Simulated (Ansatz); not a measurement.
**What (BP)2(AlN)2 [001] superlattice, zinc blende distorts into**

Wanted: the energy along a soft mode of (BP)2(AlN)2 [001] superlattice, zinc blende and the structure at the end.

Method: DFT LDA, scalar-relativistic, plane waves, PAW, in Ansatz 0.2.0.

The structure was built from a prototype and need not be the compound's stable phase.

## Step 1: Starting point

It takes space group Pmm2 (No. 25, orthorhombic). Conventional cell: a = 3.069 Å, b = 3.165 Å, c = 9.035 Å, α = 90.00°, β = 90.00°, γ = 90.00°. Nearest to Al lie 2 N at 1.88 Å and 2 P at 2.30 Å. Al has 4 N at 1.89 Å nearest. Nearest to B lie 2 N at 1.74 Å and 2 P at 1.95 Å. Nearest to B lie 4 P at 1.91 to 1.92 Å. Nearest to N lie 4 Al at 1.88 to 1.89 Å. Nearest to N lie 2 B at 1.74 Å and 2 Al at 1.89 Å. Farther neighbours, and contacts between anions beyond the nearest, are not listed.

## Step 2: Linear response at the zone centre

The zone centre is the only wavevector solved here; it holds the modes that light can see. No field response is asked, since the mesh shows no gap.

input.yaml

```yaml
crystal:
  lattice:
    - [2.2381147998, 2.2381147998, 0.0]
    - [-2.1700482452, 2.1700482452, 0.0]
    - [0.0, 0.0, 9.0354674816]
  atoms:
    - { symbol: Al, position: [0.0, 0.0, 0.5384568651] }
    - { symbol: Al, position: [0.5, 0.5, 0.771045558] }
    - { symbol: B, position: [0.0, 0.0, -0.0233913262] }
    - { symbol: B, position: [0.5, 0.5, 0.2284562538] }
    - { symbol: "N", position: [0.5, 0.0, 0.6498554086] }
    - { symbol: "N", position: [0.0, 0.5, 0.8848558858] }
    - { symbol: P, position: [0.5, 0.0, 0.1018511609] }
    - { symbol: P, position: [0.0, 0.5, 0.3488701939] }
kpoints:
  mp_grid: { grid: [12, 12, 4] }
hamiltonian:
  xc: lda
scf:
  occupations: { method: methfessel_paxton, width: 0.15 }
output:
  eigenvalues: true
phonons:
  method: dfpt
```

Started as:

```sh
ansatz run input.yaml --threads 8 --pin off --max-ram 14336MiB --backend cpu --events-out ev --progress --plain --runs-dir out
```

Standard output:

```text
zone centre: on kpoints.mp_grid the ground state, and the responses unless they are solved on pairs of k-points, stand on 222 of the mesh's 576 k-points, reduced under 2 symmetry operations, with k and −k counted as one. Each operation leaves every solved displacement unchanged or reverses it
Engine: ansatz 0.2.0, aarch64-unknown-linux-gnu
Pseudopotentials: kind: paw
Pseudopotential: Al, paw, valence charge 3, recommended cutoff 420 eV (normal), Al.paw.azcp
Pseudopotential: B, paw, valence charge 3, recommended cutoff 420 eV (normal), B.paw.azcp
Pseudopotential: N, paw, valence charge 5, recommended cutoff 420 eV (normal), N.paw.azcp
Pseudopotential: P, paw, valence charge 5, recommended cutoff 420 eV (normal), P.paw.azcp
Functional definition: SPW92
  exchange = slater_x
  correlation = pw_c
Crystal: 8 atoms, lattice volume = 87.767 Å³
Basis set: ecut = 420 eV, 1699 PW (Γ), exchange–correlation on 48×48×128 points (8 copies of the dense FFT grid, shifted against one another)
Bands: 24, of which v1, the nominal top of the filled ones, is band 16 counted from 1 (15 counted from 0)
Symmetry: 4 space group operations
k-points: 222 of 576 (irreducible under 2 space group operations, time reversal used)
Non-local potential: Al, projectors of the file, l = 0: 2, l = 1: 2, l = 2: 1
Non-local potential: B, projectors of the file, l = 0: 2, l = 1: 2, l = 2: 1
Non-local potential: N, projectors of the file, l = 0: 2, l = 1: 2, l = 2: 1
Non-local potential: P, projectors of the file, l = 0: 2, l = 1: 2, l = 2: 2
PAW form: soft (Blöchl's): semilocal exchange-correlation on the pseudo side does not see the compensation charge
PAW frozen core: Al, regenerated for the run's functional, and the local potential with it (the file was generated under x = pbe(κ = 0.804, μ = 0.219515), c = pbe(β = 0.066725))
PAW frozen core: B, regenerated for the run's functional, and the local potential with it (the file was generated under x = pbe(κ = 0.804, μ = 0.219515), c = pbe(β = 0.066725))
PAW frozen core: N, regenerated for the run's functional, and the local potential with it (the file was generated under x = pbe(κ = 0.804, μ = 0.219515), c = pbe(β = 0.066725))
PAW frozen core: P, regenerated for the run's functional, and the local potential with it (the file was generated under x = pbe(κ = 0.804, μ = 0.219515), c = pbe(β = 0.066725))
PAW one-centre angular grid: Al, 110 points (default); XC on 64 Gauss nodes
PAW one-centre angular grid: B, 110 points (default); XC on 64 Gauss nodes
PAW one-centre angular grid: N, 110 points (default); XC on 64 Gauss nodes
PAW one-centre angular grid: P, 110 points (default); XC on 64 Gauss nodes
Initial density: superposition of atomic densities (neutral atoms: chi_scale 0, normalization atom), corrected by the library's trained network
Initial wavefunctions: pseudopotential atomic-orbital guess
Functional: x = slater, c = lda
SCF iter   1: F=—  HF=-3530.428966 eV  |F-HF|=—  |Δ(HF+E_count)|=         —  Δρ=8.93e-3  dr2=1.14e-1  ethr=1.77e-3  ⟨swp⟩=7.0  Hψ=32293  notcnv=0
preconditioner: auto → Kerker (q_TF=auto, 2.306 Å⁻¹)  [metal: Δε(μ)=0.088 eV  Ē_g=11.461 eV  σ=0.150 eV  W_gap=0.43  n_scr=18 (ndim 8)  ℏωp=22.4 eV  f_vac=0.000  D(μ)=0.45/eV (n_scr^D=2)]
SCF iter   2: F=—  HF=-3530.408411 eV  |F-HF|=—  |Δ(HF+E_count)|=   2.06e-2  S|Δr|=    0.00e0  Δρ=3.76e-3  dr2=2.81e-2  ethr=3.56e-4  ⟨swp⟩=1.1  Hψ=7143  notcnv=0
SCF iter   3: F=—  HF=-3530.404149 eV  |F-HF|=—  |Δ(HF+E_count)|=   4.26e-3  S|Δr|=    0.00e0  Δρ=1.46e-3  dr2=9.03e-3  ethr=8.78e-5  ⟨swp⟩=1.0  Hψ=4792  notcnv=0
SCF iter   4: F=—  HF=-3530.402566 eV  |F-HF|=—  |Δ(HF+E_count)|=   1.58e-3  S|Δr|=    0.00e0  Δρ=5.41e-4  dr2=1.17e-3  ethr=2.82e-5  ⟨swp⟩=1.6  Hψ=5193  notcnv=0
SCF iter   5: F=—  HF=-3530.402406 eV  |F-HF|=—  |Δ(HF+E_count)|=   1.60e-4  S|Δr|=    0.00e0  Δρ=4.26e-4  dr2=2.29e-4  ethr=3.66e-6  ⟨swp⟩=2.3  Hψ=7376  notcnv=0
SCF iter   6: F=—  HF=-3530.402355 eV  |F-HF|=—  |Δ(HF+E_count)|=   5.11e-5  S|Δr|=    0.00e0  Δρ=9.42e-5  dr2=2.01e-5  ethr=7.14e-7  ⟨swp⟩=2.0  Hψ=7521  notcnv=0
SCF iter   7: F=—  HF=-3530.402352 eV  |F-HF|=—  |Δ(HF+E_count)|=   2.75e-6  S|Δr|=    0.00e0  Δρ=2.53e-5  dr2=3.25e-6  ethr=6.28e-8  ⟨swp⟩=2.3  Hψ=7641  notcnv=0
SCF iter   8: F=—  HF=-3530.402350 eV  |F-HF|=—  |Δ(HF+E_count)|=   1.98e-6  S|Δr|=    0.00e0  Δρ=8.03e-6  dr2=4.62e-7  ethr=1.01e-8  ⟨swp⟩=1.7  Hψ=6115  notcnv=0
SCF iter   9: F=—  HF=-3530.402350 eV  |F-HF|=—  |Δ(HF+E_count)|=   8.57e-8  S|Δr|=    0.00e0  Δρ=2.60e-6  dr2=2.46e-8  ethr=1.44e-9  ⟨swp⟩=2.2  Hψ=6377  notcnv=0
SCF iter  10: F=—  HF=-3530.402350 eV  |F-HF|=—  |Δ(HF+E_count)|=   4.24e-9  S|Δr|=    0.00e0  Δρ=8.04e-7  dr2=1.10e-9  ethr=7.68e-11  ⟨swp⟩=2.3  Hψ=7311  notcnv=0
SCF iter  11: F=—  HF=-3530.402350 eV  |F-HF|=—  |Δ(HF+E_count)|=  1.41e-10  S|Δr|=    0.00e0  Δρ=4.99e-7  dr2=2.69e-10  ethr=3.44e-12  ⟨swp⟩=2.0  Hψ=7837  notcnv=0
SCF iter  12: F=—  HF=-3530.402350 eV  |F-HF|=—  |Δ(HF+E_count)|=  6.55e-11  S|Δr|=    0.00e0  Δρ=1.20e-7  dr2=1.67e-11  ethr=1.00e-12  ⟨swp⟩=2.0  Hψ=7589  notcnv=0
SCF iter  13: F=-3530.402350 eV  HF=-3530.402350 eV  |F-HF|=1.36e-12  |Δ(HF+E_count)|=  3.18e-12  S|Δr|=    0.00e0  Δρ=2.74e-8  dr2=1.10e-12  ethr=1.00e-12  ⟨swp⟩=11.7  Hψ=28197  notcnv=0
SCF 1 converged in 13 iterations: F = -3530.402350 eV  dr2 = 1.10e-12
  greatest PAW one-centre occupation: 0.783 electrons in one spin orbital (limit 2), on the N atom at site 4 (counted from 0), in its partial waves of l = 0
DFPT response loops at Γ: preconditioner auto → Kerker (q_TF=auto, 2.306 Å⁻¹) (partly filled bands, converged f_vac=0.000); β = 1.00, the filter's whole step (`scf.mixing.beta` (0.50) is not read by the response loops under this deck's `scf.mixing.preconditioner`; to damp them name `kerker` or `kerker_dos`, under which they read `scf.mixing.beta`, and type it under 1.00, their step now; both keys bind the ground state too); Broyden in place of MSR1
SCF converged after 13 iterations
Stability not checked: this state was not tested for a lower state beside it, because cold or Methfessel-Paxton smearing, or corrected tetrahedra, fill the levels in a way that the test cannot read (fill_not_monotonic; see scf.lower_state_search)
Free energy (F): -3530.402350 eV
Harris-Foulkes:  -3530.402350 eV  (|F-HF|=1.36e-12)
Internal energy: -3530.404018 eV  (E = F + TS)
E sigma→0 (E₀):  -3530.402767 eV
Entropy (-TS):   0.001668 eV (0.209 meV/atom)
Fermi energy:    10.484599 eV
Step filling:    the computed levels leave a gap of 0.0464 eV = 0.3 smearing widths at the electron count; against every level under it full and every level over it empty, smearing changes F+E_penalty+E_count by +0.771 meV and its σ→0 estimate by +0.353 meV
--- Per-component energies (eV) ---
  E_band       = 71.410424
  E_kinetic    = 561.335292
  E_local      = -659.303779  (includes V_loc(G=0)·N_el)
  E_nonlocal   = 210.203100
  E_hartree    = 223.505558
  E_xc         = -389.769809
  E_vxc        = -415.908968  (∫ρ·V_xc dr)
  E_paw        = -2349.185387  (= ΣΔE_a)
  E_vpaw       = -71.926511  (= ΣTr[D̂ρ^β])
  E_aug_tail   = 0.000178  (compensation charges beyond the density's cutoff)
  E_ewald      = -1127.787064
  E_core_change = 0.597893  (= ΣΔE_core)
  E_smearing   = 0.001668  (= −TS)
  E_closure    = -0.000000  (closes the sum)
  Σ components = -3530.402350   (vs F -3530.402350, Δ=0.00e0)
--- Band table (eV; the first three rows and the last of 222) ---
  k-point 0: bands = [... 12 lower, 6.8319, 8.0309, 8.8400, 9.8904, 10.5869, 10.6948, 11.7401, 12.0827, ... 4 higher]
  k-point 1: bands = [... 12 lower, 6.8582, 7.6134, 8.8014, 9.9025, 10.6606, 10.7487, 11.7070, 12.0966, ... 4 higher]
  k-point 2: bands = [... 12 lower, 6.8839, 6.9395, 8.7625, 9.9246, 10.6268, 10.8757, 11.6740, 12.1101, ... 4 higher]
  k-point 221: bands = [... 12 lower, 4.5714, 4.5758, 4.8630, 4.9138, 10.4532, 11.4867, 11.9900, 12.4445, ... 4 higher]
--- Phonons (Γ-DFPT): 16 representative perturbations + reference, on 222 of 576 k-points (Σ response iterations 48) ---
  k mesh reduced under 2 symmetry operations, with k and −k counted as one. Each operation leaves every solved displacement unchanged or reverses it
  ASR residual: 3.062e-5 → 0.000e0 eV/Å²; symmetrization residual: 1.077e-6 eV/Å²
  ASR residual per site (eV/Å²): 2.79e-6 2.79e-6 5.95e-6 5.20e-6 1.06e-5 3.06e-5 3.31e-6 1.39e-5
  Γ frequencies (cm⁻¹): -79.44 0.00 0.00 0.00 186.62 191.84 239.76 245.00 296.67 337.91 354.39 382.05 394.49 538.96 626.56 643.72 681.89 696.39 703.59 773.91 779.84 807.80 826.69 834.77
  non-analytic LO–TO correction: not included (Born effective charges unavailable; polar crystals: no LO–TO splitting at Γ)
```

It took 77 s on 8 threads of Arm Neoverse V2, shared host; peak memory 1.9 GiB; 9.1 min of CPU time.

The column dr2 measures how far the density is from self-consistency, as an energy; F and HF (Harris–Foulkes) agree once it is small.

Read from the output:

```yaml
volume_per_atom: 10.97 Å³
gap_on_the_k_mesh: 0 eV
sum_rule_residual_before_enforcement: 3.06e-5 eV/Å²
point_group: mm2
highest_optical_mode_at_the_zone_centre_no_lo_to_term: 834.8 cm⁻¹
lowest_optical_zone_centre_mode: -79.44 cm⁻¹
```

Patterns of degenerate modes are one choice out of their space. The modes at Γ (shares of kinetic energy by element, %) (negative means imaginary):

```csv
mode,frequency (cm⁻¹),symmetry,Al %,B %,N %,P %
1,-79.4,B1,5,63,30,2
2,0.0,acoustic,33,13,17,37
3,0.0,acoustic,33,13,17,37
4,0.0,acoustic,33,13,17,37
5,186.6,B2,36,12,13,39
6,191.8,B1,33,7,9,50
7,239.8,B2,24,16,10,50
8,245.0,B1,33,17,17,32
9,296.7,B2,51,5,15,29
10,337.9,A1,43,8,14,36
11,354.4,A1,36,12,16,37
12,382.1,B1,7,25,52,16
13,394.5,B1,59,2,4,35
14,539.0,A1,42,1,4,53
15,626.6,A1,22,16,48,14
16,643.7,B1,30,0,70,0
17,681.9,B2,26,13,54,7
18,696.4,B2,28,1,71,0
19,703.6,A1,24,3,72,1
20,773.9,B2,1,73,6,20
21,779.8,B1,0,73,1,27
22,807.8,A1,0,82,0,18
23,826.7,B2,2,69,12,17
24,834.8,A1,1,66,30,4
```

Displacements in mode 1 (-79.4 cm⁻¹), the largest set to 1:
```
Al1  0.04 -0.04  0.00
Al2  0.18 -0.18  0.00
B3  -1.00  1.00  0.00
B4  -0.12  0.12  0.00
N5   0.20 -0.20  0.00
N6   0.57 -0.57  0.00
P7  -0.10  0.10  0.00
P8  -0.05  0.05  0.00
```

Displacements in mode 19 (703.6 cm⁻¹), the largest set to 1:
```
Al1  0.00  0.00 -0.33
Al2  0.00  0.00 -0.26
B3   0.00  0.00 -0.24
B4   0.00  0.00  0.04
N5   0.00  0.00  1.00
N6   0.00  0.00  0.09
P7   0.00  0.00  0.05
P8   0.00  0.00  0.04
```

Before it was imposed, the acoustic sum rule was missed by 3.1e-5 eV/Å². Small misses are needed for a sound result but don't prove that mesh and cutoff are converged. The lowest optical mode is imaginary, 79.4i cm⁻¹, so the energy falls along it.

## Step 3: The mode frozen in, largest atomic shift 0 Å

The mode followed lies at Γ with frequency 79.4i cm⁻¹, the softest among the wavevectors solved. At small amplitude the pattern taken leaves space group no. 6 by a symmetry search on the positions. The undistorted cell that holds it gives the zero of energy on the same k mesh.

input.yaml: that of step 2 with these lines changed.

```diff
@@ -8,3 +8,3 @@
     - { symbol: Al, position: [0.5, 0.5, 0.771045558] }
-    - { symbol: B, position: [0.0, 0.0, -0.0233913262] }
+    - { symbol: B, position: [0.0, 0.0, 0.9766086738] }
     - { symbol: B, position: [0.5, 0.5, 0.2284562538] }
@@ -21,4 +21,4 @@
 output:
+  forces: true
+  stress: true
   eigenvalues: true
-phonons:
-  method: dfpt
```

Standard output:

```text
[...]
Crystal: 8 atoms, lattice volume = 87.767 Å³
Basis set: ecut = 420 eV, 1699 PW (Γ)
Bands: 24, of which v1, the nominal top of the filled ones, is band 16 counted from 1 (15 counted from 0)
Symmetry: 4 space group operations
[...]
k-points: 147 of 576 (time reversal used)
[...]
k-point 0: bands = [... 12 lower, 6.8319, 8.0310, 8.8400, 9.8905, 10.5869, 10.6947, 11.7401, 12.0827, ... 4 higher]
  k-point 1: bands = [... 12 lower, 6.8581, 7.6134, 8.8015, 9.9025, 10.6606, 10.7487, 11.7069, 12.0966, ... 4 higher]
  k-point 2: bands = [... 12 lower, 6.8839, 6.9395, 8.7625, 9.9247, 10.6268, 10.8757, 11.6740, 12.1101, ... 4 higher]
  k-point 146: bands = [... 12 lower, 4.5714, 4.5758, 4.8630, 4.9137, 10.4532, 11.4866, 11.9900, 12.4444, ... 4 higher]
[key lines of the parts left out:]
SCF converged after 9 iterations
Free energy (F): -3530.402349 eV
Fermi energy:    10.484628 eV
P = ⅓ Tr σ = 0.0036 GPa (0.036 kbar)
```

Wall time 3.4 s (8 threads); peak memory 0.56 GiB; 26 s of CPU time.

This step gave:

- pressure: 0.003570 GPa
- energy from the undistorted cell: 0 meV/atom

The run ends at a pressure of 0.00 GPa, with forces up to 4.9e-4 eV/Å.

## Step 4: The mode frozen in, largest atomic shift 0.04 Å

The atoms are moved along the unstable eigenvector, the largest shift by 0.04 Å, with the cell fixed.

input.yaml, the sections that differ from step 3:

```yaml
crystal:
  lattice:
    - [2.2381147998, 2.2381147998, 0.0]
    - [-2.1700482452, 2.1700482452, 0.0]
    - [0.0, 0.0, 9.0354674816]
  atoms:
    - { symbol: Al, position: [0.0, -0.0005583266, 0.5384568651] }
    - { symbol: Al, position: [0.5, 0.4976654803, 0.771045558] }
    - { symbol: B, position: [0.0, 0.0130339366, 0.9766086738] }
    - { symbol: B, position: [0.5, 0.5015822717, 0.2284562538] }
    - { symbol: "N", position: [0.5, -0.0026678473, 0.6498554086] }
    - { symbol: "N", position: [0.0, 0.492539392, 0.8848558858] }
    - { symbol: P, position: [0.5, 0.0013542557, 0.1018511609] }
    - { symbol: P, position: [0.0, 0.5006449043, 0.3488701939] }
# kpoints, hamiltonian, scf, output: as in step 3
```

Standard output:

```text
[...]
Crystal: 8 atoms, lattice volume = 87.767 Å³
Basis set: ecut = 420 eV, 1699 PW (Γ)
Bands: 24, of which v1, the nominal top of the filled ones, is band 16 counted from 1 (15 counted from 0)
Symmetry: 2 space group operations
[...]
k-points: 182 of 576 (time reversal used)
[...]
k-point 0: bands = [... 12 lower, 6.8280, 8.0308, 8.8467, 9.8822, 10.5790, 10.7024, 11.7385, 12.0706, ... 4 higher]
  k-point 1: bands = [... 12 lower, 6.8535, 7.6161, 8.8081, 9.8915, 10.6551, 10.7554, 11.7054, 12.0852, ... 4 higher]
  k-point 2: bands = [... 12 lower, 6.8547, 6.9708, 8.7691, 9.9112, 10.6289, 10.8764, 11.6722, 12.0999, ... 4 higher]
  k-point 181: bands = [... 12 lower, 4.5634, 4.5865, 4.8593, 4.9168, 10.4492, 11.4879, 11.9855, 12.4389, ... 4 higher]
[key lines of the parts left out:]
SCF converged after 9 iterations
Free energy (F): -3530.402579 eV
Fermi energy:    10.478304 eV
P = ⅓ Tr σ = 0.1171 GPa (1.171 kbar)
```

The job ended after 4.2 s (8 threads; peak memory 0.61 GiB; 32 s of CPU time).

Numbers from this step:

```
pressure                         : 0.1171 GPa
energy from the undistorted cell : -0.031 meV/atom
```

The energy, extrapolated to zero smearing, is -0.03 meV/atom against the undistorted cell.

The run ends at a pressure of 0.12 GPa, with forces up to 0.038 eV/Å.

## Step 5: Energy along the mode, all amplitudes (two of the runs are shown above)

An imaginary frequency means negative curvature, so the energy should fall and then rise again as anharmonic terms take over.

This step gave:

```yaml
depth_at_the_lowest_point_sampled: 0.031 meV/atom
largest_atomic_shift_at_that_point: 0.04 Å
```

The energy from the parent by largest atomic shift:

```csv
largest atomic shift (Å),energy from the parent (meV/atom)
0.0000,0
0.0400,-0.031
0.0800,0.019
0.1400,1.19
0.2200,8.90
```

Displacement at unit largest shift by atom:

| atom | x (Å) | y (Å) | z (Å) | size |
| --- | --- | --- | --- | --- |
| Al1 | 0.030 | -0.030 | 0.000 | 0.042 |
| Al2 | 0.127 | -0.127 | 0.000 | 0.180 |
| B3 | -0.707 | 0.707 | 0.000 | 1.000 |
| B4 | -0.086 | 0.086 | 0.000 | 0.122 |
| N5 | 0.145 | -0.145 | 0.000 | 0.205 |
| N6 | 0.405 | -0.405 | 0.000 | 0.573 |
| P7 | -0.073 | 0.073 | 0.000 | 0.103 |
| P8 | -0.035 | 0.035 | 0.000 | 0.049 |

The lowest step is at 0.04 Å, 0.031 meV/atom below the parent, and the energy rises beyond it.

(Part 1 of 3 ends here.)

[Long decimals in the printed logs are rounded to 6 places.]

[Logs are printed without paths, hosts, clocks, repeated set-up lines and the standing remarks that a program may print on its own settings, such as how far it seeks lower states.]

[Hosts, paths, dates, database ids (printed as entryN), source tags and the programs' standing remarks are cut or masked in the printed files.]

[Where the starting crystal was built by hand or by swapping elements, it need not be the compound's stable phase.]
